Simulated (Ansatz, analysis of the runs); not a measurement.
# A defect in a wire: Cu wire along [100], 4 atoms a period, vacancy of one Cu, part 3 of 3

What does the defect do to the conductance?

Ansatz 0.2.0; DFT PBE, plane waves, PAW; relaxation of a wire's period (the session's first sound run).

So far, channels at the energy nearest the Fermi level, one spin: step 3 (the perfect wire) 3.

## 5. Transmission between the leads

This step: DFT PBE, plane waves, PAW; transmission of a junction in a wire (Ansatz 0.2.0).

The cell is now read as a scatterer between two semi-infinite leads, named by two sites one period apart. The scattering states in its self-consistent potential are matched to the leads' states at each energy. One point across is taken, as for a wire in vacuum.

input.yaml

```yaml
crystal:
  lattice:
    - [8.615, 0.0, 0.0]
    - [0.0, 8.615, 0.0]
    - [0.0, 0.0, 17.3188913778]
  atoms:
    - { symbol: Cu, position: [0.377891728, 0.377891728, 0.0] }
    - { symbol: Cu, position: [0.622108272, 0.622108272, 0.0] }
    - { symbol: Cu, position: [0.377891728, 0.622108272, 0.071428571] }
    - { symbol: Cu, position: [0.622108272, 0.377891728, 0.071428571] }
    - { symbol: Cu, position: [0.377891728, 0.377891728, 0.142857143] }
    - { symbol: Cu, position: [0.622108272, 0.622108272, 0.142857143] }
    - { symbol: Cu, position: [0.377891728, 0.622108272, 0.214285714] }
    - { symbol: Cu, position: [0.622108272, 0.377891728, 0.214285714] }
    - { symbol: Cu, position: [0.3849471039, 0.383800008, 0.2891880312] }
    - { symbol: Cu, position: [0.615892457, 0.6149609148, 0.2892840726] }
    - { symbol: Cu, position: [0.3658371158, 0.6335091043, 0.3553719261] }
    - { symbol: Cu, position: [0.6336325743, 0.3661991839, 0.3575741937] }
    - { symbol: Cu, position: [0.3940752177, 0.399016467, 0.4314495382] }
    - { symbol: Cu, position: [0.600107586, 0.6055579721, 0.4315103479] }
    - { symbol: Cu, position: [0.6368264587, 0.3629062622, 0.5013985384] }
    - { symbol: Cu, position: [0.39242459, 0.3962728901, 0.5704391833] }
    - { symbol: Cu, position: [0.6038543587, 0.6074319889, 0.5704356228] }
    - { symbol: Cu, position: [0.3714233501, 0.6286873039, 0.6465546804] }
    - { symbol: Cu, position: [0.628866479, 0.3710745753, 0.6450384855] }
    - { symbol: Cu, position: [0.377891728, 0.377891728, 0.714285714] }
    - { symbol: Cu, position: [0.622108272, 0.622108272, 0.714285714] }
    - { symbol: Cu, position: [0.377891728, 0.622108272, 0.785714286] }
    - { symbol: Cu, position: [0.622108272, 0.377891728, 0.785714286] }
    - { symbol: Cu, position: [0.377891728, 0.377891728, 0.857142857] }
    - { symbol: Cu, position: [0.622108272, 0.622108272, 0.857142857] }
    - { symbol: Cu, position: [0.377891728, 0.622108272, 0.928571429] }
    - { symbol: Cu, position: [0.622108272, 0.377891728, 0.928571429] }
kpoints:
  mp_grid: { grid: [1, 1, 5] }
scf:
  occupations: { method: fermi_dirac, width: 0.05 }
hamiltonian:
  xc: pbe
output:
  transmission:
    e_range: [-1.26, 1.26]
    de: 0.035
    kmesh: [1, 1]
    reduced_basis: true
    leads: [[23, 0]]
  dos: { projected: true, e_range: [-4, 3] }
  write_potential: true
  write_density: true
  volumetric_format: npy
  elf: true
basis:
  ecutwfc: "350 eV"
```

Command:

```console
> ansatz run input.yaml --threads 4 --pin off --max-ram 16384MiB --backend cpu --events-out ev --progress --plain --runs-dir out
```

Numbers of over 12 decimals in the logs are rounded to 6 here.

The program printed:

```text
[...]
Crystal: 27 atoms, lattice volume = 1285.377 Å³
Basis set: ecut = 350 eV, 19165 PW (Γ)
Bands: 308, of which v1, the nominal top of the filled ones, is band 257 counted from 1 (256 counted from 0)
Symmetry: 1 space group operations
[...]
k-points: 3 of 5 (time reversal used)
[...]
SCF iter   1: F=—  HF=-178852.552925 eV  |F-HF|=—  |Δ(HF+E_count)|=         —  Δρ=2.37e-3  dr2=3.11e-1  ethr=1.77e-3  ⟨swp⟩=6.7  Hψ=3596  notcnv=0  defer=48
[...]
SCF iter  10: F=-178852.539785 eV  HF=-178852.539785 eV  |F-HF|=7.10e-9  |Δ(HF+E_count)|=   4.48e-8  Δρ=1.90e-6  dr2=4.85e-8  ethr=1.95e-11  ⟨swp⟩=14.0  Hψ=3548  notcnv=0
SCF 1 converged in 10 iterations: F = -178852.539785 eV  dr2 = 4.85e-8
[...]
transmission: 5 of 32 steps passed
transmission: 7 of 32 steps passed
[...]
transmission: 32 of 32 steps passed
WARN: The output density's exchange-correlation potential varies sharply where the density is thin. Do not read a vacuum level from v_tot or v_xc, or from such a field of the output density. On a cell that repeats whose density bears no net charge and no dipole along the vacuum's axis use v_es (v_loc + v_h of the components); under efield.dipole_correction with no amplitude use v_es + v_field, which holds any externa [...]
SCF converged after 10 iterations
Free energy (F): -178852.539785 eV
[...]
Internal energy: -178852.474506 eV  (E = F + TS)
E sigma→0 (E₀):  -178852.507145 eV
Entropy (-TS):   -0.065279 eV (-2.418 meV/atom)
Fermi energy:    0.948174 eV
[...]
--- Band table (eV) ---
  k-point 0: bands = [... 253 lower, 0.2234, 0.6598, 0.7683, 1.1161, 1.1850, 1.2086, 1.2456, 1.8552, ... 47 higher]
  k-point 1: bands = [... 253 lower, 0.3327, 0.3394, 0.9085, 0.9359, 1.2053, 1.4980, 1.5034, 1.8883, ... 47 higher]
  k-point 2: bands = [... 253 lower, 0.4360, 0.5085, 0.7002, 0.7116, 1.6840, 1.8408, 1.8627, 1.9627, ... 47 higher]
--- Transmission ---
  basis      : 545 plane waves across, 32 finite elements along
  points     : 1, standing for a mesh of 1 x 1
[...]
crystal 0  : Cu4, at the sites [23, 0], period 2.4741 Å, over 9.90 Å; its Hamiltonian steps by up to 75.3 meV: too much for a lead, lay more layers or, if its atoms are ordered, name the step of that order
[...]
filled         : 15.2 meV under the level at which it is neutral
    channels       : 3.000000e0 a spin
[...]
junction   : crystal 0 to crystal 0, 1.86 to 16.70 Å
    transmission   : 2.815130e0 a spin
    conductance    : 2.9388e14 S/m² at 300 K (2.9389e14 on every other energy)
    error estimate : 0.0 % from the energy spacing and 0.0 % from band edges of the leads and from resonances (wavevectors taken as independent; lower de), 2.1 % from the steps of its leads' Hamiltonians or their offsets (lay more layers), 0.2 % from the distance to neutral
    resistance     : 2.0982e-4 Ω µm² beyond half of each lead's own
```

Wall time 12 min (4 threads of Arm Neoverse N1, shared host); peak memory 3.7 GiB; 42 min of CPU time.

Numbers from this step:

| Item | Value |
| --- | --- |
| energy at zero smearing | -178852.5071 eV |
| transmission at the energy nearest the Fermi level, one spin | 2.815 |
| step of the lead's Hamiltonian | 75.3 meV |
| conductance of the junction | 2.815 G₀ |

Transmission, one spin against energy, zero at the Fermi level:

energy (eV), transmission, one spin and a bar from the least value:
```
    -1.26       3.85 ##########################
    -1.23       4.16 ##############################
    -1.19       3.49 #####################
    -1.08       1.90 
    -1.01       2.08 ##
    -0.91       2.29 #####
    -0.84       2.39 ######
    -0.73       2.49 ########
    -0.67       2.54 ########
    -0.56       2.59 #########
    -0.49       2.62 ##########
    -0.39       2.66 ##########
    -0.32       2.69 ##########
    -0.21       2.73 ###########
    -0.14       2.76 ###########
    -0.04       2.80 ############
     0.00       2.82 ############
     0.04       2.83 ############
     0.14       2.87 #############
     0.21       2.90 #############
     0.32       2.93 ##############
     0.39       2.95 ##############
     0.49       2.97 ##############
     0.56       2.98 ##############
     0.67       2.98 ##############
     0.73       2.98 ##############
     0.84       3.11 ################
     0.91       3.39 ####################
     1.01       3.60 #######################
     1.08       3.77 #########################
     1.19       3.94 ###########################
     1.26       4.05 #############################
```

Table of open channels of the lead, one spin by energy, zero at the Fermi level:

energy (eV), open channels of the lead, one spin and a bar from the least value:
```
   -1.190       5.00 ####################
   -1.085       3.00 
   -1.015       3.00 
   -0.910       3.00 
   -0.805       3.00 
   -0.700       3.00 
   -0.595       3.00 
   -0.490       3.00 
   -0.385       3.00 
   -0.315       3.00 
   -0.210       3.00 
   -0.105       3.00 
    0.000       3.00 
    0.105       3.00 
    0.210       3.00 
    0.315       3.00 
    0.385       3.00 
    0.490       3.00 
    0.595       3.00 
    0.700       3.00 
    0.805       4.00 ##########
    0.910       5.00 ####################
    1.015       5.00 ####################
    1.085       6.00 ##############################
    1.190       6.00 ##############################
```

Projected DOS an atom over height of the atomic layer and energy from the Fermi level. Layers: Cu2 Cu2 Cu2 Cu2 Cu2 Cu2 Cu2 Cu Cu2 Cu2 Cu2 Cu2 Cu2 Cu2 (hydrogen named only where alone); broadened by a Gaussian of 0.15 eV, since few k-points sample the long cell.

Ten even steps from '0' (0.18 states/eV) to '9' (6.07 states/eV), each cell a mean:
```
00000000000000
00000000000000
00000000000000
00000000000000
00000000000000
00000000000000
00000000000000
00000000000000
00000000000000
00001110111100
33444552454433
88889997999888
99999889889999
77776768676777
65665666665566
55555555555555
33333445443334
33344444444333
55555454555655
44444233233444
21121112111111
11111112111111
```
Columns: height of the atomic layer (Å) from 0 to 16.1 (not evenly spaced); rows upwards: energy from the Fermi level (eV) from -3.98 to 1.47.

Electrostatic potential energy in the ca plane at fractional y = 0.378, with atoms of Cu within 0.2 Å of it. With pseudopotentials it is smooth inside the atoms' cores, unlike the true potential.

Ten even steps from '0' (-53 eV) to '9' (5 eV), each cell a mean:
```
99999999999999999999999999999999999999999999
99999999999999999999999999999999999999999999
99999999999999999999999999999999999999999999
99999999999999999999999999999999999999999999
99999999999999999999999999999999999999999999
99778999877999866899865799976789987789987789
97213798412698411488610379731269841269862148
85001686100488200388400168610048710038830027
96102797201588411589621389720168730048840038
98656898656899866899877899876689875589985579
78898878898877899876899876789987889888888988
24898423798511588611388621379842379852268973
01786000588200388400278500168610048820038840
02796101698400488621488621379720158830038850
46898545899755799876899876799864589974479985
89999989999999999999999999999998999998899998
99999999999999999999999999999999999999999999
99999999999999999999999999999999999999999999
99999999999999999999999999999999999999999999
99999999999999999999999999999999999999999999
99999999999999999999999999999999999999999999
```
Columns run along c (17.3 Å; values clipped at the 3rd and 97th percentile), rows up along a (8.6 Å). Atoms in or near the plane, at fractional coordinates: Cu at (0.00, 0.38), Cu at (0.07, 0.62), Cu at (0.14, 0.38), Cu at (0.21, 0.62), Cu at (0.29, 0.38), Cu at (0.36, 0.63), Cu at (0.43, 0.39), Cu at (0.50, 0.64), Cu at (0.57, 0.39), Cu at (0.65, 0.63), Cu at (0.71, 0.38), Cu at (0.79, 0.62), Cu at (0.86, 0.38), Cu at (0.93, 0.62).

ELF in the ca plane at fractional y = 0.378, with atoms of Cu within 0.2 Å of it. It is the smooth field of the valence electrons, not physical close to the nuclei.

Values, 11 rows by 16 columns, each cell a mean:
```
0.01 0.01 0.01 0.01 0.01 0.01 0.02 0.02 0.02 0.01 0.01 0.01 0.01 0.01 0.01 0.01
0.11 0.10 0.11 0.09 0.12 0.12 0.13 0.12 0.11 0.13 0.11 0.13 0.10 0.10 0.10 0.10
0.20 0.16 0.22 0.15 0.23 0.16 0.20 0.18 0.16 0.22 0.16 0.23 0.15 0.21 0.17 0.18
0.24 0.36 0.21 0.39 0.21 0.38 0.26 0.28 0.36 0.22 0.42 0.21 0.38 0.23 0.31 0.28
0.25 0.39 0.21 0.42 0.22 0.31 0.24 0.25 0.28 0.22 0.38 0.21 0.41 0.23 0.33 0.29
0.21 0.21 0.21 0.22 0.21 0.21 0.21 0.21 0.22 0.21 0.22 0.21 0.22 0.21 0.21 0.21
0.41 0.22 0.52 0.20 0.51 0.25 0.36 0.35 0.27 0.47 0.20 0.53 0.21 0.46 0.28 0.32
0.24 0.22 0.27 0.22 0.23 0.22 0.20 0.21 0.22 0.21 0.22 0.27 0.22 0.25 0.22 0.22
0.16 0.20 0.14 0.20 0.15 0.20 0.19 0.18 0.19 0.17 0.21 0.14 0.21 0.15 0.18 0.18
0.07 0.08 0.07 0.07 0.07 0.07 0.07 0.06 0.06 0.07 0.08 0.07 0.08 0.07 0.07 0.07
0.00 0.00 0.00 0.00 0.00 0.00 0.00 0.00 0.00 0.00 0.00 0.00 0.00 0.00 0.00 0.00
```
Columns run along c (17.3 Å), rows up along a (8.6 Å). Atoms in or near the plane, at fractional coordinates: Cu at (0.00, 0.38), Cu at (0.07, 0.62), Cu at (0.14, 0.38), Cu at (0.21, 0.62), Cu at (0.29, 0.38), Cu at (0.36, 0.63), Cu at (0.43, 0.39), Cu at (0.50, 0.64), Cu at (0.57, 0.39), Cu at (0.65, 0.63), Cu at (0.71, 0.38), Cu at (0.79, 0.62), Cu at (0.86, 0.38), Cu at (0.93, 0.62).

Valence density in the ca plane at fractional y = 0.378, with atoms of Cu within 0.2 Å of it. It is the smooth field of the valence electrons, not physical close to the nuclei.

Values in e/Å³, 11 rows by 16 columns, each cell a mean:
```
 0  0  0  0  0  0  0  0  0  0  0  0  0  0  0  0
 0  0  0  0  0  0  0  0  0  0  0  0  0  0  0  0
 0  0  0  0  0  0  0  0  0  0  0  0  0  0  0  0
 2 11  1 12  1 12  4  5 11  1 14  1 12  1  8  5
 3 13  1 14  1  8  2  3  6  1 11  1 14  2  9  6
 1  0  1  0  1  0  1  1  1  1  0  1  0  1  0  1
15  2 21  1 21  3 10 10  4 17  1 21  1 18  5  8
 3  1  5  0  3  1  1  1  1  2  0  5  0  4  1  2
 0  0  0  0  0  0  0  0  0  0  0  0  0  0  0  0
 0  0  0  0  0  0  0  0  0  0  0  0  0  0  0  0
 0  0  0  0  0  0  0  0  0  0  0  0  0  0  0  0
```
Columns run along c (17.3 Å), rows up along a (8.6 Å). Atoms in or near the plane, at fractional coordinates: Cu at (0.00, 0.38), Cu at (0.07, 0.62), Cu at (0.14, 0.38), Cu at (0.21, 0.62), Cu at (0.29, 0.38), Cu at (0.36, 0.63), Cu at (0.43, 0.39), Cu at (0.50, 0.64), Cu at (0.57, 0.39), Cu at (0.65, 0.63), Cu at (0.71, 0.38), Cu at (0.79, 0.62), Cu at (0.86, 0.38), Cu at (0.93, 0.62).

By hand: the program gives 2.9388 × 10^14 S/m² over the cell's cross-section of 74.22 Å² = 7.422 × 10^-19 m², so one cell conducts 2.181 × 10^-4 S. Divided by G0 = 2e²/h = 7.748 × 10^-5 S this is 2.82 G0, a resistance of 4.58 kΩ.

The conductance is 2.82 G₀, with 3 channels a spin open in the lead. The lead's Hamiltonian steps by 75.3 meV, which the program calls too much for a lead.

## 6. Landauer integrals

This step: Landauer integrals over the computed T(E), interpolated linearly between its energies (analysis of the runs above).

Conductance and thermopower are moments of T(E) over the thermal window; sliding the window along E stands for a gate that leaves T(E) rigid.

Numbers from this step:

| Property | Result |
| --- | --- |
| conductance at 300 K, interpolated from T(E) | 2.815 G₀ |
| thermopower at 300 K | -1.043 μV/K |
| Lorenz number over L0 | 0.9992 |

T(E) held rigid; rough near sharp steps of T(E). Table of conductance at 300 K by shift of the leads' level:

| shift of the leads' level (eV) | conductance at 300 K (G₀) |
| --- | --- |
| -0.900 | 2.30 |
| -0.850 | 2.37 |
| -0.800 | 2.43 |
| -0.750 | 2.48 |
| -0.700 | 2.51 |
| -0.650 | 2.55 |
| -0.600 | 2.57 |
| -0.550 | 2.60 |
| -0.500 | 2.62 |
| -0.450 | 2.64 |
| -0.400 | 2.66 |
| -0.350 | 2.68 |
| -0.300 | 2.70 |
| -0.250 | 2.71 |
| -0.200 | 2.73 |
| -0.150 | 2.75 |
| -0.100 | 2.77 |
| -0.050 | 2.79 |
| 0.000 | 2.81 |
| 0.050 | 2.83 |
| 0.100 | 2.85 |
| 0.150 | 2.87 |
| 0.200 | 2.89 |
| 0.250 | 2.91 |
| 0.300 | 2.92 |
| 0.350 | 2.94 |
| 0.400 | 2.95 |
| 0.450 | 2.96 |
| 0.500 | 2.97 |
| 0.550 | 2.98 |
| 0.600 | 2.98 |
| 0.650 | 2.98 |
| 0.700 | 2.98 |
| 0.750 | 3.00 |
| 0.800 | 3.05 |
| 0.850 | 3.18 |
| 0.900 | 3.34 |

T(E) held rigid; rough near sharp steps of T(E). Thermopower at 300 K against shift of the leads' level:

shift of the leads' level (eV), thermopower at 300 K (μV/K) and a bar from the least value:
```
   -0.900      -4.98 ########
   -0.850      -4.01 ############
   -0.800      -3.21 ################
   -0.750      -2.57 ###################
   -0.700      -2.08 #####################
   -0.650      -1.71 #######################
   -0.600      -1.44 ########################
   -0.550      -1.26 #########################
   -0.500      -1.15 #########################
   -0.450      -1.08 ##########################
   -0.400      -1.05 ##########################
   -0.350      -1.04 ##########################
   -0.300      -1.04 ##########################
   -0.250      -1.05 ##########################
   -0.200      -1.06 ##########################
   -0.150      -1.07 ##########################
   -0.100      -1.07 ##########################
   -0.050      -1.06 ##########################
    0.000      -1.04 ##########################
    0.050      -1.02 ##########################
    0.100      -0.98 ##########################
    0.150      -0.94 ##########################
    0.200      -0.88 ##########################
    0.250      -0.82 ###########################
    0.300      -0.75 ###########################
    0.350      -0.67 ###########################
    0.400      -0.59 ############################
    0.450      -0.50 ############################
    0.500      -0.39 #############################
    0.550      -0.28 #############################
    0.600      -0.16 ##############################
    0.650      -0.08 ##############################
    0.700      -0.31 #############################
    0.750      -1.55 #######################
    0.800      -4.31 ###########
    0.850      -6.80 
    0.900      -6.55 #
```

The two levels move by half the bias each and T(E) is held rigid. Table of current from the zero-bias T(E) by bias:

| bias (V) | current from the zero-bias T(E) (μA) |
| --- | --- |
| 0.000 | 0 |
| 0.100 | 21.8 |
| 0.200 | 43.6 |
| 0.300 | 65.4 |
| 0.400 | 87.2 |
| 0.500 | 109 |
| 0.600 | 131 |
| 0.700 | 153 |
| 0.800 | 174 |
| 0.900 | 196 |
| 1.000 | 218 |
| 1.100 | 239 |
| 1.200 | 261 |
| 1.300 | 282 |
| 1.400 | 304 |
| 1.500 | 325 |
| 1.600 | 346 |
| 1.700 | 367 |
| 1.800 | 389 |
| 1.900 | 411 |

By hand, Mott's formula: S = −(π²k²T/3e) d ln T/dE, and π²k²T/3e = 7.33 μV/K × eV at 300 K. The computed T is 2.79 at -0.070 eV and 2.84 at +0.070 eV, so d ln T/dE ≈ 0.143 per eV and S ≈ -1.05 μV/K, against -1.04 from the integrals.

The thermopower is -1.04 μV/K. The Lorenz ratio is 1.00, where the Wiedemann-Franz law gives 1. Moving the level by up to 0.1 eV either way gives -1.1 to -0.98 μV/K.

## 7. The wire at its relaxed period

This step: DFT PBE, plane waves, PAW; channels and complex bands of a perfect wire; changed: output.transmission.leads = [[0, 7]], scf.max_iter = 80 (Ansatz 0.2.0).

System of this step: Cu wire along [100], 4 atoms a period. The cell holds 4 atoms: 4 Cu. Cell: a = 8.615 Å, b = 8.615 Å, c = 2.474 Å, α = 90.0°, β = 90.0°, γ = 90.0°. Vacuum lies along a and b. The structure's axis is c.

The input of the run on the perfect lead is made doubtful on purpose.

input.yaml

```yaml
crystal:
  lattice:
    - [8.615, 0.0, 0.0]
    - [0.0, 8.615, 0.0]
    - [0.0, 0.0, 2.4741273397]
  atoms:
    - { symbol: Cu, position: [0.377891728, 0.377891728, 0.0] }
    - { symbol: Cu, position: [0.622108272, 0.622108272, 0.0] }
    - { symbol: Cu, position: [0.377891728, 0.622108272, 0.5] }
    - { symbol: Cu, position: [0.622108272, 0.377891728, 0.5] }
kpoints:
  mp_grid: { grid: [1, 1, 33] }
scf:
  occupations: { method: fermi_dirac, width: 0.05 }
  max_iter: 80
hamiltonian:
  xc: pbe
output:
  transmission:
    e_range: [-1.26, 1.26]
    de: 0.035
    kmesh: [1, 1]
    reduced_basis: true
    leads: [[0, 7]]
basis:
  ecutwfc: "350 eV"
```

The program printed:

```text
Error: inconsistent input (output.transmission.leads, crystal): the lead [0, 7] names a site that the cell does not have: it has 4, counted from 0.
List the leads and leave barriers out. Name each by two sites of one ion a step apart, counted from 0. A search, which can't tell a lead from a barrier or a film with its gap, finds:
  [0, 0]  Cu4, period 2.4741 Å from a height of 1.86 Å
```

Elapsed: 0.1 s, on 4 threads; peak memory 0.09 GiB.

The program refused the input before any cycle.

The program's message: “Error: inconsistent input (output.transmission.leads, crystal): the lead [0, 7] names a site that the cell does not have: it has 4, counted from 0.”

The change that led to it: output.transmission.leads = [[0, 7]].

## 8. What came out

- conductance of the perfect wire: 3.00 G₀
- conductance, vacancy of one Cu: 2.82 G₀
- thermopower, vacancy of one Cu: -1.04 μV/K

Summed over the computed window, 79 % of the lead's open channels pass the defect; the conductance at 300 K is 2.82 G₀. With vacancy of one Cu, 94 % of the conductance of that run's own lead (3.00 G₀) is left, so it scatters little at the Fermi level. Transport is coherent and elastic here: the atoms are frozen, so scattering by vibrations plays no part. In 1 run the program finds the step of the lead's Hamiltonian too large, so longer leads may change the transmission. A cutoff under the files' recommended one was taken to save time; its effect on T(E) was not tested here. A cell with an odd number of electrons ran without spin; a level of the scatterer near the Fermi level could split if spin were allowed.

[Logs are printed without paths, hosts, clocks, repeated set-up lines and the standing remarks that a program may print on its own settings, such as how far it seeks lower states.]

[Hosts, paths, dates, database ids (printed as entryN), source tags and the programs' standing remarks are cut or masked in the printed files.]
